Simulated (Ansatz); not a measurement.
**A defect in a wire: W wire along [100], 3 atoms a period, divacancy of W and W**

Aim: how much does this defect scatter, and at which energies?

Method: DFT PBE, plane waves, PAW; relaxation of a wire's period, in the first sound run; inputs show where later runs differ, in Ansatz 0.2.0.

Report form: the programs' logs are mostly left out.

## (1) Starting point

The cell holds 3 atoms: 3 W. Cell: a = 9.970 Å, b = 8.385 Å, c = 3.170 Å, α = 90.0°, β = 90.0°, γ = 90.0°. Vacuum lies along a and b. The structure's axis is c.

Coordinates:

```cif
data_structure
_symmetry_space_group_name_H-M 'P 1'
_symmetry_Int_Tables_number 1
_cell_length_a 9.9700
_cell_length_b 8.3850
_cell_length_c 3.1700
_cell_angle_alpha 90.000
_cell_angle_beta 90.000
_cell_angle_gamma 90.000
_cell_volume 265.01
loop_
_atom_site_label
_atom_site_type_symbol
_atom_site_fract_x
_atom_site_fract_y
_atom_site_fract_z
_atom_site_occupancy
W1 W 0.50000 0.40549 0.00000 1
W2 W 0.34102 0.59451 0.50000 1
W3 W 0.65898 0.59451 0.50000 1
```

## (2) The relaxed wire

Band widths follow the bond lengths, so the wire is relaxed first. The atoms and the third cell vector are free; the box across stays fixed as vacuum. A Fermi-Dirac smearing is set since the result may be a metal. The pressure printed is a third of the stress's trace over the whole box, vacuum included; only the stress along the axis is relaxed.

The input, input.yaml:

```yaml
crystal:
  lattice:
    - [9.97, 0.0, 0.0]
    - [0.0, 8.385, 0.0]
    - [0.0, 0.0, 3.17]
  atoms:
    - { symbol: W, position: [0.5, 0.405485987, 0.0] }
    - { symbol: W, position: [0.341023069, 0.594514013, 0.5] }
    - { symbol: W, position: [0.658976931, 0.594514013, 0.5] }
kpoints:
  mp_grid: { grid: [1, 1, 26] }
scf:
  occupations: { method: fermi_dirac, width: 0.05 }
hamiltonian:
  xc: pbe
relax:
  cell: { fix: [a, b, alpha, beta, gamma] }
  max_steps: 60
```

Started as:

```
$ ansatz run input.yaml --threads 4 --pin off --max-ram 16384MiB --backend cpu --events-out ev --progress --plain --runs-dir out
```

It took 30 s on 4 threads of Arm Neoverse V1, shared host; peak memory 0.57 GiB.

The steps of the relaxation:

| step | energy less that of the first step (eV) | largest force component (eV/Å) | pressure (GPa) | volume (Å³) |
| --- | --- | --- | --- | --- |
| 1 | 0.0000 | 5.0454 | -7.99 | 265.01 |
| 2 | -2.3150 | 2.3215 | -2.52 | 260.40 |
| 3 | -2.8114 | 2.6105 | 1.75 | 258.32 |
| 4 | -2.9233 | 1.0990 | 0.50 | 246.10 |
| 5 | -2.9751 | 1.2027 | -1.53 | 239.42 |
| 6 | -3.2025 | 1.1014 | -1.50 | 228.27 |
| 7 | -3.5816 | 0.0592 | -0.33 | 215.38 |
| 8 | -3.5894 | 0.0892 | 0.41 | 212.14 |
| 9 | -3.5915 | 0.0873 | 0.00 | 213.10 |
| 10 | -3.5915 | 0.0612 | 0.11 | 213.30 |
| 11 | -3.5917 | 0.0016 | 0.07 | 213.14 |
| 12* | -3.5898 | 0.0019 | 0.06 | 213.14 |

Relaxation steps marked * repeat the geometry before them on a plane-wave basis chosen anew for their cell, so energy and pressure can jump there.

The run keeps the 4 symmetry operations that it works with, so distortions that break them were not tested.

| cell as run | before | after | change |
| --- | --- | --- | --- |
| c (Å) | 3.170 | 2.550 | -19.6 % |

The atoms that moved most (Å, along periodic axes as changes of fractional coordinates times the final cell, across vacuum about the mean position):

| atom | dx | dy | dz | length |
| --- | --- | --- | --- | --- |
| W3 | -0.336 | 0.131 | 0.000 | 0.361 |
| W2 | 0.336 | 0.131 | 0.000 | 0.361 |
| W1 | 0.000 | -0.262 | 0.000 | 0.262 |

The relaxed structure:

```cif
data_structure
_symmetry_space_group_name_H-M 'P 1'
_symmetry_Int_Tables_number 1
_cell_length_a 9.9700
_cell_length_b 8.3850
_cell_length_c 2.5495
_cell_angle_alpha 90.000
_cell_angle_beta 90.000
_cell_angle_gamma 90.000
_cell_volume 213.14
loop_
_atom_site_label
_atom_site_type_symbol
_atom_site_fract_x
_atom_site_fract_y
_atom_site_fract_z
_atom_site_occupancy
W1 W 0.50000 0.37426 0.00000 1
W2 W 0.37473 0.61012 0.50000 1
W3 W 0.62527 0.61012 0.50000 1
```

Numbers from this step:

```yaml
energy_at_zero_smearing: -31145.4810 eV
cell_length_along_the_wire: 2.550 Å
```

The cell's length comes to 2.550 Å with spin left out. That is -20 % against the start, more than a small adjustment.

The cell shrank by 19.6 % in its periodic edges. First to last step the energy falls by 3.590 eV, across changes of basis; the largest move, 0.36 Å, is that of W3 and 1 other atom alike.

## (3) The perfect wire

This step: DFT PBE, plane waves, PAW; channels and complex bands of a perfect wire (Ansatz 0.2.0).

At the relaxed period the Bloch states of the perfect wire are found at each energy: those that move forward count the open channels, and those that decay describe how a disturbance dies away inside the wire itself. An energy step of 0.035 eV is under the 0.039 eV that the program asks for its thermal average at 300 K.

The input, input.yaml:

```yaml
crystal:
  lattice:
    - [9.97, 0.0, 0.0]
    - [0.0, 8.385, 0.0]
    - [0.0, 0.0, 2.5495354395]
  atoms:
    - { symbol: W, position: [0.5, 0.374264404, 0.0] }
    - { symbol: W, position: [0.374725095, 0.610124804, 0.5] }
    - { symbol: W, position: [0.625274905, 0.610124804, 0.5] }
kpoints:
  mp_grid: { grid: [1, 1, 32] }
scf:
  occupations: { method: fermi_dirac, width: 0.05 }
hamiltonian:
  xc: pbe
output:
  transmission:
    e_range: [-1.26, 1.26]
    de: 0.035
    kmesh: [1, 1]
    reduced_basis: true
    leads: [[0, 0]]
basis:
  ecutwfc: "350 eV"
```

It took 46 s on 4 threads; peak memory 0.95 GiB; 2.7 min of CPU time.

Numbers from this step:

| Item | Value |
| --- | --- |
| energy at zero smearing | -31145.4716 eV |
| channels at the energy nearest the Fermi level, one spin | 4 |
| conductance of the lead as this run defines it | 3.971 G₀ |
| band gap | 0 eV |

Table of open channels of the lead, one spin by energy, zero at the Fermi level:

| energy (eV) | open channels of the lead, one spin |
| --- | --- |
| -1.26 | 6 |
| -1.19 | 8 |
| -1.08 | 4 |
| -1.01 | 5 |
| -0.91 | 5 |
| -0.84 | 3 |
| -0.73 | 5 |
| -0.67 | 6 |
| -0.56 | 6 |
| -0.49 | 6 |
| -0.39 | 6 |
| -0.32 | 8 |
| -0.21 | 7 |
| -0.14 | 4 |
| -0.04 | 4 |
| 0.00 | 4 |
| 0.04 | 4 |
| 0.14 | 3 |
| 0.21 | 3 |
| 0.32 | 2 |
| 0.39 | 2 |
| 0.49 | 2 |
| 0.56 | 3 |
| 0.67 | 3 |
| 0.73 | 5 |
| 0.84 | 5 |
| 0.91 | 5 |
| 1.01 | 7 |
| 1.08 | 7 |
| 1.19 | 7 |
| 1.26 | 8 |

The slowest values at each energy, most degenerate partners merged, listed up to 1.5 1/Å. Table of Im kz of the slowest decaying states by energy, zero at the Fermi level:

| energy (eV) | decay 1 (Å⁻¹) | decay 2 (Å⁻¹) | decay 3 (Å⁻¹) | decay 4 (Å⁻¹) |
| --- | --- | --- | --- | --- |
| -1.26 | 0.0386 | 0.292 | 0.305 | 0.379 |
| -1.16 | 0.300 | 0.303 | 0.347 | 0.681 |
| -1.05 | 0.00738 | 0.0454 | 0.0661 | 0.299 |
| -0.94 | 0.0506 | 0.193 | 0.266 | 0.293 |
| -0.84 | 0.0377 | 0.0443 | 0.211 | 0.259 |
| -0.77 | 0.0663 | 0.163 | 0.277 | 0.292 |
| -0.67 | 0.0810 | 0.264 | 0.312 | 0.333 |
| -0.56 | 0.0840 | 0.248 | 0.310 | 0.366 |
| -0.46 | 0.0758 | 0.228 | 0.307 | 0.395 |
| -0.35 | 0.0446 | 0.202 | 0.302 | 0.320 |
| -0.24 | 0.168 | 0.190 | 0.296 | 0.443 |
| -0.14 | 0.0533 | 0.0541 | 0.147 | 0.232 |
| -0.04 | 0.0983 | 0.152 | 0.164 | 0.246 |
| 0.00 | 0.107 | 0.153 | 0.248 | 0.270 |
| 0.04 | 0.114 | 0.154 | 0.249 | 0.276 |
| 0.14 | 0.0826 | 0.127 | 0.152 | 0.246 |
| 0.24 | 0.0313 | 0.125 | 0.131 | 0.146 |
| 0.35 | 0.0844 | 0.125 | 0.135 | 0.148 |
| 0.46 | 0.102 | 0.111 | 0.118 | 0.121 |
| 0.56 | 0.0928 | 0.113 | 0.128 | 0.143 |
| 0.67 | 0.0508 | 0.139 | 0.160 | 0.177 |
| 0.77 | 0.144 | 0.177 | 0.189 | 0.249 |
| 0.84 | 0.144 | 0.175 | 0.185 | 0.246 |
| 0.94 | 0.0678 | 0.139 | 0.165 | 0.265 |
| 1.05 | 0.125 | 0.146 | 0.275 | 0.317 |
| 1.16 | 0.0208 | 0.101 | 0.107 | 0.279 |
| 1.26 | 0.0861 | 0.279 | 0.319 | 0.330 |

By hand: the program gives 3.6807 × 10^14 S/m² over the cell's cross-section of 83.60 Å² = 8.360 × 10^-19 m², so one cell conducts 3.077 × 10^-4 S. Divided by G0 = 2e²/h = 7.748 × 10^-5 S this is 3.97 G0, a resistance of 3.25 kΩ.

At the computed energy nearest the Fermi level there are 4 channels a spin, and the thermal average gives 3.97 G₀.

## (4) Relaxation of the scattering region

This step: DFT PBE, plane waves, PAW; relaxation of a junction in a wire, ends held (Ansatz 0.2.0).

System of this step: W wire along [100], 3 atoms a period, divacancy of W and W. The cell holds 25 atoms: 25 W. Its edges and angles: a = 9.970 Å, b = 8.385 Å, c = 22.946 Å, α = 90.0°, β = 90.0°, γ = 90.0°. Regions: held atoms, 18 atoms (18 W); free atoms, 7 atoms (7 W). Vacuum lies along a and b. The structure's axis is c.

7 atoms at the defect are free to relax, while 18 stay where the perfect wire has them, so that the ends still repeat as a lead. The cutoff is set under the files' recommended one to save time.

The input, input.yaml:

```yaml
crystal:
  lattice:
    - [9.97, 0.0, 0.0]
    - [0.0, 8.385, 0.0]
    - [0.0, 0.0, 22.9458189554]
  atoms:
    - { symbol: W, position: [0.5, 0.374264404, 0.0] }
    - { symbol: W, position: [0.374725095, 0.610124804, 0.055555556] }
    - { symbol: W, position: [0.625274905, 0.610124804, 0.055555556] }
    - { symbol: W, position: [0.5, 0.374264404, 0.111111111] }
    - { symbol: W, position: [0.374725095, 0.610124804, 0.166666667] }
    - { symbol: W, position: [0.625274905, 0.610124804, 0.166666667] }
    - { symbol: W, position: [0.5, 0.374264404, 0.222222222] }
    - { symbol: W, position: [0.374725095, 0.610124804, 0.277777778] }
[... 13 atom lines left out ...]
    - { symbol: W, position: [0.625274905, 0.610124804, 0.833333333] }
    - { symbol: W, position: [0.5, 0.374264404, 0.888888889] }
    - { symbol: W, position: [0.374725095, 0.610124804, 0.944444444] }
    - { symbol: W, position: [0.625274905, 0.610124804, 0.944444444] }
kpoints:
  mp_grid: { grid: [1, 1, 2] }
scf:
  occupations: { method: fermi_dirac, width: 0.1 }
hamiltonian:
  xc: pbe
relax:
  constraints:
    - { sites: [0, 1, 2, 3, 4, 5, 6, 7, 8, 16, 17, 18, 19, 20, 21, 22, 23, 24] }
  f_tol: 0.06
  max_steps: 35
basis:
  ecutwfc: "350 eV"
```

Wall time 3.1 min (4 threads); peak memory 2.8 GiB.

The steps of the relaxation:

| step | energy less that of the first step (eV) | largest force component (eV/Å) |
| --- | --- | --- |
| 1 | 0.0000 | 2.8101 |
| 2 | -0.9166 | 1.9995 |
| 3 | -1.4390 | 1.1434 |
| 4 | -1.7921 | 0.9923 |
| 5 | -2.0764 | 0.5993 |
| 6 | -2.3586 | 0.6633 |
| 7 | -2.6100 | 0.7353 |
| 8 | -2.7460 | 0.6483 |
| 9 | -2.8663 | 0.3337 |
| 10 | -2.9400 | 0.3860 |
| 11 | -2.9935 | 0.2790 |
| 12 | -3.0272 | 0.1790 |
| 13 | -3.0456 | 0.1700 |
| 14 | -2.9919 | 0.4691 |
| 15 | -3.0523 | 0.1009 |
| 16 | -3.0334 | 0.2698 |
| 17 | -3.0552 | 0.0533 |

Relaxation steps 14, 16 were tried and not accepted.

The atoms that moved most (Å):

| atom | dx | dy | dz | length |
| --- | --- | --- | --- | --- |
| W11 | -1.119 | 0.159 | -0.142 | 1.139 |
| W16 | -1.044 | 0.245 | -0.153 | 1.083 |
| W15 | -0.681 | -0.784 | -0.057 | 1.040 |
| W13 | -0.091 | -0.587 | 0.115 | 0.605 |
| W14 | -0.483 | -0.240 | -0.148 | 0.559 |
| W10 | -0.478 | 0.102 | 0.102 | 0.499 |
| W12 | 0.176 | -0.302 | -0.335 | 0.484 |

Final coordinates:

```cif
data_structure
_symmetry_space_group_name_H-M 'P 1'
_symmetry_Int_Tables_number 1
_cell_length_a 9.9700
_cell_length_b 8.3850
_cell_length_c 22.9458
_cell_angle_alpha 90.000
_cell_angle_beta 90.000
_cell_angle_gamma 90.000
_cell_volume 1918.23
loop_
_atom_site_label
_atom_site_type_symbol
_atom_site_fract_x
_atom_site_fract_y
_atom_site_fract_z
_atom_site_occupancy
W1 W 0.50000 0.37426 0.00000 1
W2 W 0.37473 0.61012 0.05556 1
W3 W 0.62527 0.61012 0.05556 1
W4 W 0.50000 0.37426 0.11111 1
W5 W 0.37473 0.61012 0.16667 1
W6 W 0.62527 0.61012 0.16667 1
W7 W 0.50000 0.37426 0.22222 1
W8 W 0.37473 0.61012 0.27778 1
W9 W 0.62527 0.61012 0.27778 1
W10 W 0.45204 0.38638 0.33778 1
W11 W 0.51305 0.62913 0.38271 1
W12 W 0.39241 0.57408 0.48541 1
W13 W 0.61619 0.54007 0.50502 1
W14 W 0.45155 0.34565 0.54909 1
W15 W 0.30644 0.51665 0.60864 1
W16 W 0.52057 0.63938 0.60442 1
W17 W 0.50000 0.37426 0.66667 1
W18 W 0.37473 0.61012 0.72222 1
W19 W 0.62527 0.61012 0.72222 1
W20 W 0.50000 0.37426 0.77778 1
W21 W 0.37473 0.61012 0.83333 1
W22 W 0.62527 0.61012 0.83333 1
W23 W 0.50000 0.37426 0.88889 1
W24 W 0.37473 0.61012 0.94444 1
W25 W 0.62527 0.61012 0.94444 1
```

Numbers from this step:

```yaml
energy_at_zero_smearing: -259542.9661 eV
```

The largest force component on a free atom ends at 0.053 eV/Å, under the limit of 0.06.  7 atoms of the wire itself, hydrogen apart, moved by over 0.45 Å, up to 1.14 Å.

[end of part 1 of 2]

[Logs are printed without paths, hosts, clocks, repeated set-up lines and the standing remarks that a program may print on its own settings, such as how far it seeks lower states.]

[Hosts, paths, dates, database ids (printed as entryN), source tags and the programs' standing remarks are cut or masked in the printed files.]
